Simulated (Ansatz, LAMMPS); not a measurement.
# Relaxing a frame of liquid Zn38Se23S15 from 2050 K (76 atoms), part 2 of 3

Wanted: the relaxed structure of a frame of liquid Zn38Se23S15 from 2050 K (76 atoms) and its electronic structure.

Ansatz 0.2.0; Kohn-Sham DFT, LDA, PAW (set soft_2), plane waves.

The cell: 38 Zn, 23 Se and 15 S. The network of bonds at the start is that of the classical potential that made the cell. Only the Γ point is sampled, in a cell whose shortest periodic width is 12 Å.

So far. Step 3 (Single point at the start): Neighbours are counted within 3.22 Å (Zn-Se), 3.02 Å (Zn-S).

## 4. Relaxation

The atoms are relaxed in the fixed cell, aiming at the force tolerance of the input.

The input, input.yaml:

```yaml
crystal:
  lattice:
    - [11.9218, 0.0, 0.0]
    - [0.0, 11.9218, 0.0]
    - [0.0, 0.0, 11.9218]
  atoms:
    [... the 76 atom lines of step 3 ...]
kpoints:
  mp_grid: { grid: [1, 1, 1] }
hamiltonian:
  xc: lda
scf:
  occupations: { method: fermi_dirac, width: 0.05 }
output:
  forces: true
relax:
  f_tol: 0.03
  max_steps: 166
```

Command:

```bash
ansatz run input.yaml --threads 4 --pin off --max-ram 8192MiB --backend cpu --events-out ev --progress --plain --runs-dir out
```

What it wrote:

```text
[...]
Crystal: 76 atoms, lattice volume = 1694.437 Å³
Basis set: ecut = 420 eV, 33059 PW (Γ)
Bands: 549, of which v1, the nominal top of the filled ones, is band 457 counted from 1 (456 counted from 0)
Symmetry: 1 space group operations
[...]
k-points: 1
[...]
SCF iter   1: F=—  HF=-260219.904412 eV  |F-HF|=—  |Δ(HF+E_count)|=         —  Δρ=7.19e-3  dr2=1.62e0  ethr=1.77e-3  ⟨swp⟩=6.0  Hψ=2194  notcnv=0  defer=13
[...]
SCF iter   8: F=-260219.574684 eV  HF=-260219.574700 eV  |F-HF|=1.60e-5  |Δ(HF+E_count)|=   1.46e-5  Δρ=2.24e-5  dr2=1.75e-5  ethr=2.46e-9  ⟨swp⟩=4.0  Hψ=1655  notcnv=0
SCF 1 converged in 8 iterations: F = -260219.574684 eV  dr2 = 1.75e-5
[...]
relax step   1: F+E_penalty+E_count = -260219.57468377 eV  Δ(F+E_penalty+E_count) = +0.000e0 eV  max|allowed force component| = 1.529e0 eV/Å  Δτ_max = 0.0000 Å  (8 SCF iters, dr2 threshold 2.25e-5 eV, accepted)
[...]
relax step   2: F+E_penalty+E_count = -260224.90477943 eV  Δ(F+E_penalty+E_count) = -5.330e0 eV  max|allowed force component| = 1.265e0 eV/Å  Δτ_max = 0.1924 Å  (8 SCF iters, dr2 threshold 1.00e-4 eV, accepted)
[...]
relax step   3: F+E_penalty+E_count = -260229.32058598 eV  Δ(F+E_penalty+E_count) = -4.416e0 eV  max|allowed force component| = 9.000e-1 eV/Å  Δτ_max = 0.1951 Å  (8 SCF iters, dr2 threshold 1.00e-4 eV, accepted)
relax step   4: F+E_penalty+E_count = -260232.07918970 eV  Δ(F+E_penalty+E_count) = -2.759e0 eV  max|allowed force component| = 9.963e-1 eV/Å  Δτ_max = 0.2000 Å  (8 SCF iters, dr2 threshold 1.00e-4 eV, accepted)
relax step   5: F+E_penalty+E_count = -260234.68602273 eV  Δ(F+E_penalty+E_count) = -2.607e0 eV  max|allowed force component| = 6.597e-1 eV/Å  Δτ_max = 0.1948 Å  (8 SCF iters, dr2 threshold 1.00e-4 eV, accepted)
relax step   6: F+E_penalty+E_count = -260237.05652000 eV  Δ(F+E_penalty+E_count) = -2.370e0 eV  max|allowed force component| = 7.725e-1 eV/Å  Δτ_max = 0.1950 Å  (9 SCF iters, dr2 threshold 1.00e-4 eV, accepted)
relax step   7: F+E_penalty+E_count = -260238.71911988 eV  Δ(F+E_penalty+E_count) = -1.663e0 eV  max|allowed force component| = 6.228e-1 eV/Å  Δτ_max = 0.1950 Å  (10 SCF iters, dr2 threshold 1.00e-4 eV, accepted)
relax step   8: F+E_penalty+E_count = -260239.94826129 eV  Δ(F+E_penalty+E_count) = -1.229e0 eV  max|allowed force component| = 5.600e-1 eV/Å  Δτ_max = 0.1953 Å  (10 SCF iters, dr2 threshold 1.00e-4 eV, accepted)
relax step   9: F+E_penalty+E_count = -260240.81303190 eV  Δ(F+E_penalty+E_count) = -8.648e-1 eV  max|allowed force component| = 2.586e-1 eV/Å  Δτ_max = 0.1973 Å  (10 SCF iters, dr2 threshold 1.00e-4 eV, accepted)
relax step  10: F+E_penalty+E_count = -260241.49116571 eV  Δ(F+E_penalty+E_count) = -6.781e-1 eV  max|allowed force component| = 3.572e-1 eV/Å  Δτ_max = 0.1950 Å  (11 SCF iters, dr2 threshold 1.43e-5 eV, accepted)
relax step  11: F+E_penalty+E_count = -260242.00145745 eV  Δ(F+E_penalty+E_count) = -5.103e-1 eV  max|allowed force component| = 3.628e-1 eV/Å  Δτ_max = 0.1930 Å  (9 SCF iters, dr2 threshold 2.72e-5 eV, accepted)
relax step  12: F+E_penalty+E_count = -260242.50149527 eV  Δ(F+E_penalty+E_count) = -5.000e-1 eV  max|allowed force component| = 4.050e-1 eV/Å  Δτ_max = 0.1953 Å  (7 SCF iters, dr2 threshold 1.00e-4 eV, accepted)
relax step  13: F+E_penalty+E_count = -260242.99831165 eV  Δ(F+E_penalty+E_count) = -4.968e-1 eV  max|allowed force component| = 6.769e-1 eV/Å  Δτ_max = 0.1947 Å  (6 SCF iters, dr2 threshold 1.00e-4 eV, accepted)
relax step  14: F+E_penalty+E_count = -260243.48614737 eV  Δ(F+E_penalty+E_count) = -4.878e-1 eV  max|allowed force component| = 5.974e-1 eV/Å  Δτ_max = 0.1947 Å  (6 SCF iters, dr2 threshold 1.00e-4 eV, accepted)
relax step  15: F+E_penalty+E_count = -260243.94546455 eV  Δ(F+E_penalty+E_count) = -4.593e-1 eV  max|allowed force component| = 7.882e-1 eV/Å  Δτ_max = 0.1951 Å  (6 SCF iters, dr2 threshold 1.00e-4 eV, accepted)
relax step  16: F+E_penalty+E_count = -260244.42715179 eV  Δ(F+E_penalty+E_count) = -4.817e-1 eV  max|allowed force component| = 6.112e-1 eV/Å  Δτ_max = 0.2000 Å  (6 SCF iters, dr2 threshold 1.00e-4 eV, accepted)
relax step  17: F+E_penalty+E_count = -260244.90531104 eV  Δ(F+E_penalty+E_count) = -4.782e-1 eV  max|allowed force component| = 3.066e-1 eV/Å  Δτ_max = 0.1939 Å  (6 SCF iters, dr2 threshold 1.00e-4 eV, accepted)
relax step  18: F+E_penalty+E_count = -260245.29410046 eV  Δ(F+E_penalty+E_count) = -3.888e-1 eV  max|allowed force component| = 2.927e-1 eV/Å  Δτ_max = 0.1938 Å  (7 SCF iters, dr2 threshold 2.36e-5 eV, accepted)
relax step  19: F+E_penalty+E_count = -260245.69455298 eV  Δ(F+E_penalty+E_count) = -4.005e-1 eV  max|allowed force component| = 3.891e-1 eV/Å  Δτ_max = 0.1951 Å  (7 SCF iters, dr2 threshold 2.16e-5 eV, accepted)
relax step  20: F+E_penalty+E_count = -260246.12328471 eV  Δ(F+E_penalty+E_count) = -4.287e-1 eV  max|allowed force component| = 9.992e-1 eV/Å  Δτ_max = 0.1951 Å  (6 SCF iters, dr2 threshold 1.00e-4 eV, accepted)
relax step  21: F+E_penalty+E_count = -260246.65782224 eV  Δ(F+E_penalty+E_count) = -5.345e-1 eV  max|allowed force component| = 3.930e-1 eV/Å  Δτ_max = 0.1911 Å  (6 SCF iters, dr2 threshold 1.00e-4 eV, accepted)
relax step  22: F+E_penalty+E_count = -260246.98800834 eV  Δ(F+E_penalty+E_count) = -3.302e-1 eV  max|allowed force component| = 3.322e-1 eV/Å  Δτ_max = 0.1918 Å  (7 SCF iters, dr2 threshold 2.39e-5 eV, accepted)
relax step  23: F+E_penalty+E_count = -260247.20101154 eV  Δ(F+E_penalty+E_count) = -2.130e-1 eV  max|allowed force component| = 3.000e-1 eV/Å  Δτ_max = 0.1949 Å  (7 SCF iters, dr2 threshold 1.71e-5 eV, accepted)
relax step  24: F+E_penalty+E_count = -260247.35508230 eV  Δ(F+E_penalty+E_count) = -1.541e-1 eV  max|allowed force component| = 2.641e-1 eV/Å  Δτ_max = 0.1948 Å  (6 SCF iters, dr2 threshold 6.43e-5 eV, accepted)
[...]
relax step  38: F+E_penalty+E_count = -260248.93681093 eV  Δ(F+E_penalty+E_count) = -4.700e-2 eV  max|allowed force component| = 1.504e-1 eV/Å  Δτ_max = 0.0854 Å  (7 SCF iters, dr2 threshold 2.45e-6 eV, accepted)
relax step  39: F+E_penalty+E_count = -260248.96424234 eV  Δ(F+E_penalty+E_count) = -2.743e-2 eV  max|allowed force component| = 9.864e-2 eV/Å  Δτ_max = 0.0859 Å  (6 SCF iters, dr2 threshold 1.31e-5 eV, accepted)
relax step  40: F+E_penalty+E_count = -260248.99698362 eV  Δ(F+E_penalty+E_count) = -3.274e-2 eV  max|allowed force component| = 1.054e-1 eV/Å  Δτ_max = 0.1790 Å  (7 SCF iters, dr2 threshold 4.19e-6 eV, accepted)
relax step  41: F+E_penalty+E_count = -260249.01739809 eV  Δ(F+E_penalty+E_count) = -2.041e-2 eV  max|allowed force component| = 1.048e-1 eV/Å  Δτ_max = 0.1910 Å  (7 SCF iters, dr2 threshold 4.78e-6 eV, accepted)
relax step  42: F+E_penalty+E_count = -260249.06460261 eV  Δ(F+E_penalty+E_count) = -4.720e-2 eV  max|allowed force component| = 1.422e-1 eV/Å  Δτ_max = 0.2000 Å  (7 SCF iters, dr2 threshold 1.09e-5 eV, accepted)
relax step  43: F+E_penalty+E_count = -260249.09592964 eV  Δ(F+E_penalty+E_count) = -3.133e-2 eV  max|allowed force component| = 8.222e-2 eV/Å  Δτ_max = 0.1944 Å  (6 SCF iters, dr2 threshold 2.00e-5 eV, accepted)
relax step  44: F+E_penalty+E_count = -260249.10925159 eV  Δ(F+E_penalty+E_count) = -1.332e-2 eV  max|allowed force component| = 9.377e-2 eV/Å  Δτ_max = 0.0735 Å  (7 SCF iters, dr2 threshold 2.26e-6 eV, accepted)
relax step  45: F+E_penalty+E_count = -260249.11587254 eV  Δ(F+E_penalty+E_count) = -6.621e-3 eV  max|allowed force component| = 4.513e-2 eV/Å  Δτ_max = 0.0325 Å  (6 SCF iters, dr2 threshold 2.94e-6 eV, accepted)
[...]
relax step  46: F+E_penalty+E_count = -260249.11943661 eV  Δ(F+E_penalty+E_count) = -3.564e-3 eV  max|allowed force component| = 2.515e-2 eV/Å  Δτ_max = 0.0184 Å  (7 SCF iters, accepted)
SCF converged after 7 iterations
Free energy (F): -260249.119437 eV
[...]
Internal energy: -260249.119355 eV  (E = F + TS)
E sigma→0 (E₀):  -260249.119396 eV
Entropy (-TS):   -0.000082 eV (-0.001 meV/atom)
Fermi energy:    6.436741 eV
[...]
--- Forces (eV/Å), atoms counted from 1 ---
  atom   1  Zn     0.00604864    -0.00377028    -0.02514759
  atom   2  Zn    -0.01276796    -0.00126839     0.00999981
  atom   3  Zn    -0.00547514     0.00728999     0.01002857
  atom   4  Zn    -0.00849211    -0.00597978    -0.02367970
  atom   5  Zn    -0.00355774     0.00212100    -0.00215110
  atom   6  Zn    -0.01449341     0.01271653     0.01245861
  atom   7  Zn     0.00100549     0.00120323    -0.00923049
  atom   8  Zn     0.00796977     0.00138178    -0.01123424
  atom   9  Zn     0.00419135    -0.00929520    -0.00192990
  atom  10  Zn    -0.00268529    -0.00470032     0.00260479
  atom  11  Zn     0.01218435    -0.00255220    -0.01636432
  atom  12  Zn     0.00282354     0.00567586    -0.01234178
  atom  13  Zn    -0.00844416    -0.00089122     0.00742219
  atom  14  Zn     0.00664630     0.00900258    -0.01180909
[...]
atom  75  S     -0.00371834    -0.02133839     0.01199532
  atom  76  S     -0.00184823     0.00426342     0.00995524
  max |Σ_I F_I| component: 5.49e-5 eV/Å
--- Relaxed structure (46 steps of the walk, 46 accepted, 0 SCFs on fresh bases) ---
  F+E_penalty+E_count = -260249.11943661 eV   max|allowed force component| = 2.515e-2 eV/Å
  atoms:
    - { symbol: Zn, position: [0.235806, 0.860220, 0.115264] }
    - { symbol: Zn, position: [0.372241, 0.707598, 0.595103] }
    - { symbol: Zn, position: [0.683627, 0.138076, 0.518845] }
    - { symbol: Zn, position: [0.226342, 0.740298, 0.808604] }
[...]
- { symbol: S, position: [0.116778, 0.599860, 0.745808] }
```

Run time: 13 min. Hardware: 4 threads of Arm Neoverse V2, shared host; peak memory 2.5 GiB.

Step by step (22 of 46):

```csv
step,energy less that of the first step (eV),largest force component (eV/Å)
1,0.0000,1.5292
3,-9.7459,0.9000
5,-15.1113,0.6597
7,-19.1444,0.6228
10,-21.9165,0.3572
12,-22.9268,0.4050
14,-23.9115,0.5974
16,-24.8525,0.6112
18,-25.7194,0.2927
20,-26.5486,0.9992
22,-27.4133,0.3322
25,-27.9152,0.3936
27,-28.1857,0.1927
29,-28.3833,0.5111
31,-28.5915,0.1605
33,-28.8008,0.1992
35,-29.0443,0.6429
37,-29.3151,0.1978
40,-29.4223,0.1054
42,-29.4899,0.1422
44,-29.5346,0.0938
46,-29.5448,0.0251
```

The atoms that moved most (Å):

```csv
atom,dx,dy,dz,length
Zn19,1.623,-1.013,1.726,2.577
S73,0.908,-1.239,1.671,2.270
Zn18,-1.199,0.182,-1.488,1.920
Zn20,-0.451,0.784,-1.630,1.864
Se42,-1.470,0.461,0.529,1.628
S74,-0.119,0.419,-1.541,1.601
S62,1.106,-0.914,0.665,1.581
Zn32,0.798,1.364,0.045,1.581
```

The relaxation changed the energy by -389 meV/atom, and atoms moved by 1.1 Å r.m.s., 2.6 Å at most.

## 5. Structure statistics after relaxation

Bonds before and after, by the cutoffs listed below:

```csv
pair,bonds before,bonds after,mean before (Å),mean after (Å),spread before (Å),spread after (Å)
Zn-Se,80,86,2.665,2.452,0.184,0.079
Zn-S,47,56,2.451,2.304,0.109,0.065
```

Density 4.69 g/cm³, 22.30 Å³ an atom.

Pair distribution functions g(r), in bins of 0.2 Å:

```csv
r (Å),total,Zn-Zn,Zn-Se,Zn-S,Se-Se,Se-S,S-S
2.10,0.05,0.00,0.00,0.25,0.00,0.00,0.00
2.30,3.15,0.00,3.05,11.25,0.00,0.00,0.00
2.50,2.45,0.00,7.46,0.99,0.00,0.00,0.00
2.70,0.26,0.38,0.55,0.00,0.00,0.00,0.00
2.90,0.14,0.44,0.00,0.15,0.00,0.00,0.00
3.10,0.31,1.07,0.00,0.12,0.00,0.20,0.00
3.30,0.74,1.92,0.07,0.10,0.47,1.05,1.14
3.50,1.18,1.60,0.44,0.56,1.02,2.54,3.44
3.70,1.21,1.51,0.57,0.51,3.13,1.71,1.75
3.90,1.43,1.96,0.61,0.79,1.82,2.98,2.01
4.10,1.35,1.45,0.78,0.92,2.44,2.35,1.81
4.30,1.11,0.81,1.34,0.70,1.66,1.04,2.30
4.50,1.07,0.83,0.80,1.52,1.91,0.88,0.89
4.70,0.83,0.80,1.22,0.91,0.46,0.18,0.55
4.90,0.74,0.62,1.02,0.94,0.64,0.16,0.25
5.10,0.93,0.79,1.10,1.28,0.48,0.53,0.93
5.30,0.80,0.43,1.10,1.30,0.64,0.28,0.21
5.50,0.94,0.68,1.09,1.41,0.67,0.58,0.80
5.70,1.08,0.80,1.44,1.49,0.47,0.54,1.10
5.90,1.20,1.31,1.46,0.92,1.02,0.84,1.38
```

Bonds by pair of elements; cutoffs follow the first minimum of g(r), held within bounds set by covalent radii, and pairs that aren't listed don't count as bonded:

```csv
pair A-B,cutoff (Å),bonds,mean length (Å),spread (Å),shortest (Å),B about A,A about B
Zn-Se,3.02,86,2.45,0.079,2.31,2.26,3.74
Zn-S,2.68,56,2.30,0.065,2.19,1.47,3.73
```

How many atoms have how many bonded neighbours:

```csv
element,mean,3,4,5
S,3.73,4,11,0
Se,3.74,7,15,1
Zn,3.74,10,28,0
```

Bond angles, per cent of each kind in bins of 5°:

```csv
angle (°),Zn-Se-Zn,S-Zn-Se,Zn-S-Zn,Se-Zn-Se,S-Zn-S
60–65,1.7,0.0,0.0,0.0,0.0
65–70,5.0,0.0,0.0,0.0,0.0
70–75,2.5,0.0,0.0,0.0,0.0
75–80,9.1,0.0,2.6,0.0,0.0
80–85,13.2,0.0,5.1,1.4,0.0
85–90,5.8,7.4,10.3,1.4,10.0
90–95,5.0,12.6,11.5,9.6,0.0
95–100,4.1,14.7,5.1,13.7,26.7
100–105,4.1,7.4,10.3,17.8,0.0
105–110,8.3,15.8,7.7,4.1,13.3
110–115,10.7,11.6,11.5,16.4,13.3
115–120,8.3,7.4,17.9,12.3,0.0
120–125,5.0,4.2,3.9,4.1,13.3
125–130,3.3,5.3,3.9,4.1,3.3
130–135,1.7,6.3,2.6,5.5,6.7
135–140,3.3,2.1,0.0,5.5,6.7
140–145,5.0,2.1,1.3,1.4,6.7
145–150,0.8,2.1,2.6,2.7,0.0
150–155,2.5,1.1,0.0,0.0,0.0
155–160,0.8,0.0,2.6,0.0,0.0
160–165,0.0,0.0,1.3,0.0,0.0
```

Bond angles (no mean is given where the spread exceeds 20°):

```csv
angle,count,mean (°),spread (°)
Zn-Se-Zn,121,-,-
S-Zn-Se,95,110,16
Zn-S-Zn,78,108,18.5
Se-Zn-Se,73,111,15.1
S-Zn-S,30,112,16.6
```

Bond length by coordination (bonds to H left out):

```csv
element,coordination,atoms,mean bond length (Å)
S,3,4,2.25
S,4,11,2.32
Se,3,7,2.39
Se,4,15,2.47
Se,5,1,2.50
Zn,3,10,2.32
Zn,4,28,2.41
```

Rings of the network by King's shortest-path rule, up to 12 atoms, one path for each pair of neighbours; H, halogens, alkali and alkaline-earth atoms are left out:

```csv
ring size (atoms),rings,per network atom
4,23,0.303
6,59,0.776
8,58,0.763
10,7,0.092
12,1,0.013
```

Among the first-shell peaks of g(r) are those at about 2.4 Å (Zn-Se), 2.3 Å (Zn-S), 3.7 Å (Se-Se) and 3.5 Å (S-S). Counting bonds as in the table, 73 % of S atoms have 4, 65 % of Se atoms have 4 and 74 % of Zn atoms have 4 bonded neighbours. Rings of 6 atoms are the most common (40 % of those counted); sizes run from 4 to 12, where the search stops.

(Part 2 of 3 ends here.)

[Long decimals in the printed logs are rounded to 6 places.]

[Logs are printed without paths, hosts, clocks, repeated set-up lines and the standing remarks that a program may print on its own settings, such as how far it seeks lower states.]

[Hosts, paths, dates, database ids (printed as entryN), source tags and the programs' standing remarks are cut or masked in the printed files.]

[A walk said to have stopped at its limit may instead have ended on an SCF cycle that didn't converge.]
